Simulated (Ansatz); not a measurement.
# YF3 (Pnma):V_F (site 2), thermodynamic levels from a 64-atom cell

Aim: at which Fermi levels does V_F (site 2) in YF3 (Pnma) change its charge? The model is a cell of 64 host atoms with 1 F taken out.

Calculated with Ansatz 0.2.0; place-levels on PBEsol runs: charge-transition levels and formation energies with image-charge correction and potential alignment at the atomic sites.

## (1) The structure

The cell holds 63 atoms: 16 Y and 47 F. Cell: a = 9.320 Å, b = 9.320 Å, c = 8.738 Å, α = 90.0°, β = 90.0°, γ = 85.6°. It derives from YF3 (space group Pnma). Nearest the centre at fractional (0.614, 0.449, 0.689): Y36 at 2.28 Å, Y40 at 2.28 Å, Y37 at 2.30 Å, F47 at 2.50 Å, F42 at 2.56 Å, F22 at 2.57 Å, F59 at 2.58 Å, F28 at 2.58 Å.

As a file:

```xyz
63
Lattice="6.3310 6.8394 0.0000 -6.3310 6.8394 0.0000 0.0000 0.0000 8.7381" Properties=species:S:1:pos:R:3 pbc="T T T"
Y    -2.3368    5.1295    4.1010
Y     3.9943    5.1295    4.1010
Y    -0.8287    1.7098    1.9165
Y    -0.8287    8.5492    1.9165
Y     0.8287    5.1295    2.4525
Y     0.8287   11.9689    2.4525
Y    -3.9943    8.5492    0.2680
Y     2.3368    8.5492    0.2680
F     1.0450    2.9878    1.6515
F     1.0450    9.8272    1.6515
F     2.1205    3.8515    3.8360
F     2.1205   10.6909    3.8360
F    -2.1205    7.2712    0.5330
F     4.2105    7.2712    0.5330
F    -1.0450    6.4075    2.7175
F     5.2860    6.4075    2.7175
F    -3.0192    8.5492    2.5753
F     3.3118    8.5492    2.5753
F    -0.1463    5.1295    0.3908
F    -0.1463   11.9689    0.3908
F     0.1463    1.7098    3.9782
F     0.1463    8.5492    3.9782
F    -3.3118    5.1295    1.7937
F     3.0192    5.1295    1.7937
F    -5.2860    7.2712    1.6515
F     1.0450    7.2712    1.6515
F    -4.2105    6.4075    3.8360
F     2.1205    6.4075    3.8360
F    -2.1205    2.9878    0.5330
F    -2.1205    9.8272    0.5330
F    -1.0450    3.8515    2.7175
F    -1.0450   10.6909    2.7175
Y    -2.3368    5.1295    8.4700
Y     3.9943    5.1295    8.4700
Y    -0.8287    1.7098    6.2855
Y    -0.8287    8.5492    6.2855
Y     0.8287    5.1295    6.8216
Y     0.8287   11.9689    6.8216
Y    -3.9943    8.5492    4.6370
Y     2.3368    8.5492    4.6370
F     1.0450    2.9878    6.0206
F     1.0450    9.8272    6.0206
F     2.1205    3.8515    8.2051
F     2.1205   10.6909    8.2051
F    -2.1205    7.2712    4.9020
F     4.2105    7.2712    4.9020
F    -1.0450    6.4075    7.0865
F     5.2860    6.4075    7.0865
F    -3.0192    8.5492    6.9444
F     3.3118    8.5492    6.9444
F    -0.1463    5.1295    4.7598
F    -0.1463   11.9689    4.7598
F     0.1463    1.7098    8.3472
F     0.1463    8.5492    8.3472
F    -3.3118    5.1295    6.1627
F     3.0192    5.1295    6.1627
F    -5.2860    7.2712    6.0206
F    -4.2105    6.4075    8.2051
F     2.1205    6.4075    8.2051
F    -2.1205    2.9878    4.9020
F    -2.1205    9.8272    4.9020
F    -1.0450    3.8515    7.0865
F    -1.0450   10.6909    7.0865
```

The host's dielectric constants go in as inputs: (2.82, 2.74, 2.68) for the electrons alone, (10.04, 9.91, 15.72) with the ions, from a response run on this crystal (DFPT, PBEsol) at that run's own cell.

The cell's shortest repeat is 8.7 Å.

## (2) What was run first

Levels follow from differences of total energies between charge states, each relaxed by itself.

Each atom starts 0.05 Å or so off its site in a random direction. Forces are taken at one point at (¼, ¼, ¼). The cell holds 1 electron more than the neutral one, with a uniform background that keeps it neutral on the whole.

The sampling was tested on the host first: at the k-points planned (1x1x1 shifted 0.25 0.25 0.25) its energy lies 0.000 eV an atom from the dense-mesh value, under the bound of 0.02 eV set for this test; that bounds the host's error, not the defect's.

One state's input; the others differ in charge, spin, start and seed, and in occupations where the table says so.

Input file qm1.relax/input.yaml:

```yaml
crystal:
  lattice:
    - [6.33103595, 6.83936158, 0.0]
    - [-6.33103595, 6.83936158, 0.0]
    - [0.0, 0.0, 4.36903083]
  atoms:
    - { symbol: "Y", position: [0.19045052, 0.55954948, 0.93865484] }
    - { symbol: "Y", position: [0.69045052, 0.05954948, 0.93865484] }
    - { symbol: "Y", position: [0.05954948, 0.19045052, 0.43865484] }
    - { symbol: "Y", position: [0.55954948, 0.69045052, 0.43865484] }
    - { symbol: "Y", position: [0.44045052, 0.30954948, 0.56134516] }
    - { symbol: "Y", position: [0.94045052, 0.80954948, 0.56134516] }
    - { symbol: "Y", position: [0.30954948, 0.94045052, 0.06134516] }
    - { symbol: "Y", position: [0.80954948, 0.44045052, 0.06134516] }
    - { symbol: F, position: [0.30095837, 0.13589913, 0.3780092] }
    - { symbol: F, position: [0.80095837, 0.63589913, 0.3780092] }
    - { symbol: F, position: [0.44904163, 0.11410087, 0.8780092] }
    - { symbol: F, position: [0.94904163, 0.61410087, 0.8780092] }
    - { symbol: F, position: [0.36410087, 0.69904163, 0.1219908] }
    - { symbol: F, position: [0.86410087, 0.19904163, 0.1219908] }
    - { symbol: F, position: [0.38589913, 0.55095837, 0.6219908] }
    - { symbol: F, position: [0.88589913, 0.05095837, 0.6219908] }
    - { symbol: F, position: [0.38655222, 0.86344778, 0.58945129] }
    - { symbol: F, position: [0.88655222, 0.36344778, 0.58945129] }
    - { symbol: F, position: [0.36344778, 0.38655222, 0.08945129] }
    - { symbol: F, position: [0.86344778, 0.88655222, 0.08945129] }
    - { symbol: F, position: [0.13655222, 0.11344778, 0.91054871] }
    - { symbol: F, position: [0.63655222, 0.61344778, 0.91054871] }
    - { symbol: F, position: [0.11344778, 0.63655222, 0.41054871] }
    - { symbol: F, position: [0.61344778, 0.13655222, 0.41054871] }
    - { symbol: F, position: [0.11410087, 0.94904163, 0.3780092] }
    - { symbol: F, position: [0.61410087, 0.44904163, 0.3780092] }
    - { symbol: F, position: [0.13589913, 0.80095837, 0.8780092] }
    - { symbol: F, position: [0.63589913, 0.30095837, 0.8780092] }
    - { symbol: F, position: [0.05095837, 0.38589913, 0.1219908] }
    - { symbol: F, position: [0.55095837, 0.88589913, 0.1219908] }
    - { symbol: F, position: [0.19904163, 0.36410087, 0.6219908] }
    - { symbol: F, position: [0.69904163, 0.86410087, 0.6219908] }
  supercell: [1, 1, 2]
  defects: [{ vacancy: 57 }]
total_charge: -1
basis:
  ecutwfc: 420
  xc_grid: 2
hamiltonian:
  xc: pbesol
kpoints:
  mp_grid: { grid: [1, 1, 1], shift: [0.25, 0.25, 0.25] }
scf:
  occupations: { method: fixed }
  max_iter: 100
output:
  forces: true
  charged_corrections: { epsilon: [2.82, 2.74, 2.68], static_epsilon: [10.04, 9.91, 15.72] }
relax:
  f_tol: 0.02
  max_steps: 80
  random_displacement: { amplitude: 0.05, seed: 3888 }
checkpoint:
  write: "../qm1.relax.run"
  compress: false
  write_wavefunctions: true
  write_every: 100000
```

On the command line:

```
$ ansatz run input.yaml --threads 4 --pin off --max-ram 7536MiB --backend cpu --events-out ev --progress --plain --runs-dir out
```

The relaxed structure is kept and the sampling changed to a 2×2×2 shifted mesh.

The run of this state that the levels use, under PBEsol:

Input file qm1.point/input.yaml:

```yaml
crystal:
  checkpoint: "../qm1.relax.run"
  host: checkpoint
total_charge: -1
basis:
  ecutwfc: 420
  xc_grid: 2
hamiltonian:
  xc: pbesol
kpoints:
  mp_grid: { grid: [2, 2, 2], shift: [0.5, 0.5, 0.5] }
scf:
  occupations: { method: fermi_dirac, width: 0.01 }
  max_iter: 100
output:
  forces: true
  eigenvalues: true
  charged_corrections:
    epsilon: [2.82, 2.74, 2.68]
    static_epsilon: [10.04, 9.91, 15.72]
    defect_position: [0.614101, 0.449042, 0.689005]
  eigenstates: { localisation: true }
  populations: true
  band_densities: [{ bands: [v1, v1] }, { bands: [c1, c1] }]
  write_density: true
  write_potential: true
  volumetric_format: npy
  elf: true
checkpoint:
  read: "../qm1.relax.run"
  write: "../qm1.point.run"
  compress: false
  write_wavefunctions: false
  write_every: 100000
```

Relaxations under PBEsol at one point at (¼, ¼, ¼); times on 4 threads of Arm Neoverse V2, shared host:

| charge | moment (μB) | occupations | outcome | steps | largest displacement against the far atoms (Å) | time |
| --- | --- | --- | --- | --- | --- | --- |
| −1 | 0 | fixed | converged | 7 | 0.13 | 73 s |
| 0 | 1 | fixed | converged | 5 | 0.07 | 1.9 min |
| +1 | 0 | fixed | converged | 5 | 0.33 | 56 s |

Single points under PBEsol at a 2×2×2 shifted mesh; times on 4 threads of Arm Neoverse V2, shared host:

```csv
charge,moment (μB),occupations,outcome,time
−1,0,fermi-dirac,converged,64 s
0,1,fermi-dirac,converged,2.1 min
+1,0,fermi-dirac,converged,60 s
```

Distances (Å) from the ideal centre to the nearest atoms after relaxation with PBEsol:

```csv
charge,moment (μB),1.,2.,3.,4.,5.,6.
−1,0,Y 2.16,Y 2.17,Y 2.20,F 2.51,F 2.57,F 2.57
0,1,Y 2.28,Y 2.29,Y 2.30,F 2.44,F 2.52,F 2.53
+1,0,F 2.17,F 2.36,F 2.41,Y 2.41,F 2.41,F 2.42
```

## (3) Levels against the band edges, PBEsol

A charged cell interacts with its images and the background, and its potential has another zero than the host's. place-levels removes the first by a point-charge model, screened by the static dielectric constant since the ions have relaxed around the charge, and the second by comparing potentials at atoms far from the defect.

The host is a run of the defect-free crystal in the same cutoffs, grids and k-points, so that basis and sampling errors cancel in part in the differences. Its band edges come from a run of the primitive cell that searches the zone for them. The host is run in a cell of 32 atoms on a matching mesh. Chemical potentials are energies per atom of F (F2 molecule), run with the same functional and cutoff.

Input file levels.point.yaml:

```yaml
host:
  run: host.point.run
  levels_from: { run: edges.point.run }
states: [qm1.point.run, q0_M1.point.run, qp1.point.run]
geometry_from:
  qm1.point.run: qm1.relax.run
  q0_M1.point.run: q0_M1.relax.run
  qp1.point.run: qp1.relax.run
  host.point.run: host.relax.run
chemical_potentials:
  F:
    energy: -797.642924
    dataset: <sha256 of the dataset>
epsilon: [2.82, 2.74, 2.68]
static_epsilon: [10.04, 9.91, 15.72]
vertical:
  - { from: qm1.point.run, to: qm1.point_neutral.run }
  - { from: qp1.point.run, to: qp1.point_neutral.run }
```

On the command line:

```
$ ansatz place-levels levels.point.yaml -- --threads 4 --pin off --max-ram 7536MiB
```

Numbers of over 12 decimals in the logs are rounded to 6 here.

The log of the run:

```text
[... repeated set-up lines and file paths are left out, and long positions are rounded to six places ...]
(+1/0) 5.755 eV above the valence edge, 2.130 eV under the conduction edge
(0/-1) 6.556 eV above the valence edge, 1.329 eV under the conduction edge
formation energy of charge +1: +0.672 eV with the Fermi level at the valence edge
formation energy of charge 0: +6.427 eV with the Fermi level at the valence edge
formation energy of charge -1: +12.983 eV with the Fermi level at the valence edge
vertical -1 to 0: no energy, since no alignment is typed
  the change from vertical[0].from (qm1.point.run) to vertical[0].to (qm1.point_neutral.run): by its potential at epsilon [2.82, 2.74, 2.68] it stands at 0.624 0.455 0.712, with an rms radius of about 1.7 Å (1.1 1.0 0.9 Å across the planes of the cell's [...]
vertical +1 to 0: no energy, since no alignment is typed
  the change from vertical[1].from (qp1.point.run) to vertical[1].to (qp1.point_neutral.run): by its potential at epsilon [2.82, 2.74, 2.68] it stands at 0.616 0.446 0.689, with an rms radius of about 1.9 Å (1.2 1.2 0.9 Å across the planes of the cell's [...]
  edges by pbesol of host.levels_from (edges.point.run), its mesh sampled to repeats of 26.21 Å (the valence edge +0.003 eV and the conduction edge -0.054 eV from those of the host's own run), gap 7.885 eV; the host is sampled to repeats of 25.32 Å
  the defect's cells are sampled to repeats of 25.32 Å, like sampling
  charge +1: -98481.4464 eV with its correction of +0.057 eV, at epsilon [10.04, 9.91, 15.72], aligned at sites: -0.1306 eV, mean over 34 atomic sites at or beyond 4.37 Å from the defect at [0.6141, 0.4490, 0.6890], with +0.000000 for the charge's moments and [...]
  charge 0: +0.000 eV for its dipole among its images, +0.000 omitted
  charge -1: -98458.0283 eV with its correction of +0.272 eV, at epsilon [10.04, 9.91, 15.72], aligned at sites: -0.0843 eV, mean over 34 atomic sites at or beyond 4.37 Å from the defect at [0.6141, 0.4490, 0.6890], with +0.000000 for the charge's moments and [...]
  of states[2] (qp1.point.run): its displacements don't fall off away from the defect: farther atoms stand 0.031 Å off the host's places. [...]
  of states[1] (q0_M1.point.run): stability_check_not_made
  of states[0] (qm1.point.run): its displacements don't fall off away from the defect: farther atoms stand 0.028 Å off the host's places. [...]
  of vertical[0].from (qm1.point.run): its displacements don't fall off away from the defect: farther atoms stand 0.028 Å off the host's places. [...]
  of vertical[0].to (qm1.point_neutral.run): its displacements don't fall off away from the defect: farther atoms stand 0.028 Å off the host's places. [...]
  of vertical[1].from (qp1.point.run): its displacements don't fall off away from the defect: farther atoms stand 0.031 Å off the host's places. [...]
  of vertical[1].to (qp1.point_neutral.run): its displacements don't fall off away from the defect: farther atoms stand 0.031 Å off the host's places. [...]
```

Elapsed: 0.34 s, on 4 threads of Arm Neoverse V2, shared host.

Levels between the charges placed, in eV above the valence top:

|  | gap (eV) | (+1/0) | (0/−1) |
| --- | --- | --- | --- |
| PBEsol | 7.89 | 5.76 | 6.56 |

Corrections by state:

```
charge  moment (μB)  image terms and alignment (eV)  band filling (eV)                                 ε used  over the lowest of its charge, as the program ranks them, band filling apart (eV)
    +1          0.0                           0.057                  -  principal values (9.91, 10.04, 15.72)                                                                              0.000
     0          1.0                           0.000                  -                                      -                                                                              0.000
    −1          0.0                           0.272                  -  principal values (9.91, 10.04, 15.72)                                                                              0.000
```

The charged structures listed were also run neutral, and place-levels reads from each pair, by the potential or the spins, how wide the charge is by which they differ; that can be the carrier of either run.

```csv
charge,rms radius (Å),spread where it is widest against the cell (Å),wide from (Å),reading
+1,1.9,1.21,1.61,narrow
−1,1.7,1.07,1.61,narrow
```

The neutral runs of these pairs need not share the spin of the lowest neutral state, and very wide values only mean spread over the cell.

From the program's caveats on the states, each cut to its opening words:

- charge +1: its displacements don't fall off away from the defect: farther atoms stand 0.031 Å off the host's places
- charge 0 (1 μB): flagged: stability check not made
- charge −1: its displacements don't fall off away from the defect: farther atoms stand 0.028 Å off the host's places

The host's formation energy from the elements is -4.160 eV per atom; it sets how far the chemical potentials can move.

Limit set by the element alone; other compounds of these elements are not counted. Chemical potentials from the elements' reference states: F 0.00 eV, Y -16.64 eV. Formation energy by charge state (F-rich; gap 7.89 eV):

```
charge  at valence top (eV)  at conduction bottom (eV)  correction included (eV)
    +1                 0.67                       8.56                      0.06
     0                 6.43                       6.43                      0.00
    −1                12.98                       5.10                      0.27
```

| Fermi level (eV) | lowest formation energy (eV) |
| --- | --- |
| 0.00 | 0.67 |
| 0.72 | 1.39 |
| 1.43 | 2.10 |
| 2.15 | 2.82 |
| 2.86 | 3.54 |
| 3.58 | 4.25 |
| 4.30 | 4.98 |
| 5.02 | 5.69 |
| 5.74 | 6.41 |
| 6.45 | 6.43 |
| 7.17 | 5.81 |
| 7.89 | 5.10 |

Limit set by the element alone; other compounds of these elements are not counted. Chemical potentials from the elements' reference states: Y 0.00 eV, F -5.55 eV. Formation energy by charge state (Y-rich; gap 7.89 eV):

```
charge  at valence top (eV)  at conduction bottom (eV)  correction included (eV)
    +1                -4.87                       3.01                      0.06
     0                 0.88                       0.88                      0.00
    −1                 7.44                      -0.45                      0.27
```

Fermi level (eV), lowest formation energy (eV) and a bar from the least value:
```
     0.00      -4.87 
     0.72      -4.16 ####
     1.43      -3.44 #######
     2.15      -2.73 ###########
     2.86      -2.01 ###############
     3.58      -1.29 ###################
     4.30      -0.57 ######################
     5.02       0.15 ##########################
     5.74       0.86 ##############################
     6.45       0.88 ##############################
     7.17       0.27 ###########################
     7.89      -0.45 #######################
```

## (4) The same at the relaxations' own k-points

The relaxations' own energies give the levels at their sampling, for comparison.

Input file levels.relax_mesh.yaml:

```yaml
host:
  run: host.relax.run
  levels_from: { run: edges.relax.run }
states: [qm1.relax.run, q0_M1.relax.run, qp1.relax.run]
chemical_potentials:
  F:
    energy: -797.642924
    dataset: <sha256 of the dataset>
```

On the command line:

```
$ ansatz place-levels levels.relax_mesh.yaml -- --threads 4 --pin off --max-ram 7536MiB
```

The log of the run:

```text
(+1/0) 5.755 eV above the valence edge, 2.131 eV under the conduction edge
(0/-1) 6.553 eV above the valence edge, 1.332 eV under the conduction edge
formation energy of charge +1: +0.671 eV with the Fermi level at the valence edge
formation energy of charge 0: +6.426 eV with the Fermi level at the valence edge
formation energy of charge -1: +12.979 eV with the Fermi level at the valence edge
  edges by pbesol of host.levels_from (edges.relax.run), its mesh sampled to repeats of 26.21 Å (the valence edge +0.054 eV and the conduction edge -0.116 eV from those of the host's own run), gap 7.885 eV; the host is sampled to repeats of 12.66 Å
[... the lines on each state left out ...]
```

Wall time 0.12 s (4 threads).

Levels between neighbouring charges, in eV above the valence top:

```csv
,gap (eV),(+1/0),(0/−1)
"one point at (¼, ¼, ¼)",7.89,5.75,6.55
a 2×2×2 shifted mesh,7.89,5.76,6.56
```

Going from one point at (¼, ¼, ¼) to a 2×2×2 shifted mesh moves the levels that carry no band-filling term by up to 0.00 eV and formation energies against the elements by up to 0.00 eV.

## (5) Outcome

| Property | Result |
| --- | --- |
| gap of the host | 7.89 eV (PBEsol) |
| level (plus 1/0) | 5.76 eV above the valence top |
| level (0/minus 1) | 6.56 eV above the valence top |
| lowest of the charges placed, just above the valence top (0.02 eV) | +1 |
| lowest of the charges placed, just below the conduction bottom (0.02 eV) | −1 |
| lowest formation energy at mid-gap of the charges run, F-rich | 4.61 eV |
| lowest formation energy at mid-gap of the charges run, Y-rich | -0.93 eV |

**Reading.** Of the charges placed (−1, 0 and +1), the lowest changes at 5.76 eV (+1/0) and 6.56 eV (0/−1) above the valence top, in a gap of 7.89 eV. Charges above +1 and below −1 were not placed, so these runs say nothing of levels that involve them. States placed: +1 at 0 μB; 0 at 1 μB; −1 at 0 μB. Other spin states or structures, where not listed, weren't placed. Going from one point at (¼, ¼, ¼) to a 2×2×2 shifted mesh moves the levels that carry no band-filling term by up to 0.00 eV and formation energies against the elements by up to 0.00 eV. What this leaves open: the images are only 8.7 Å apart; PBEsol makes the gap too small and tends to spread out bound carriers; where a gas molecule sets a chemical potential or the host's formation energy, its binding is uncorrected.

[Logs are printed without paths, hosts, clocks, repeated set-up lines and the standing remarks that a program may print on its own settings, such as how far it seeks lower states.]

[Hosts, paths, dates, database ids (printed as entryN), source tags and the programs' standing remarks are cut or masked in the printed files.]

[Where a table of states has a column of steps, it counts the stored structures, which are thinned; the runs took as many ionic steps or more.]

[A defect's name tells the site on which it was built; relaxed atoms can leave that site.]

[For some hosts the program warned that the k-mesh of the response run may be too coarse for force constants and the static dielectric constant; such warnings are not shown here.]
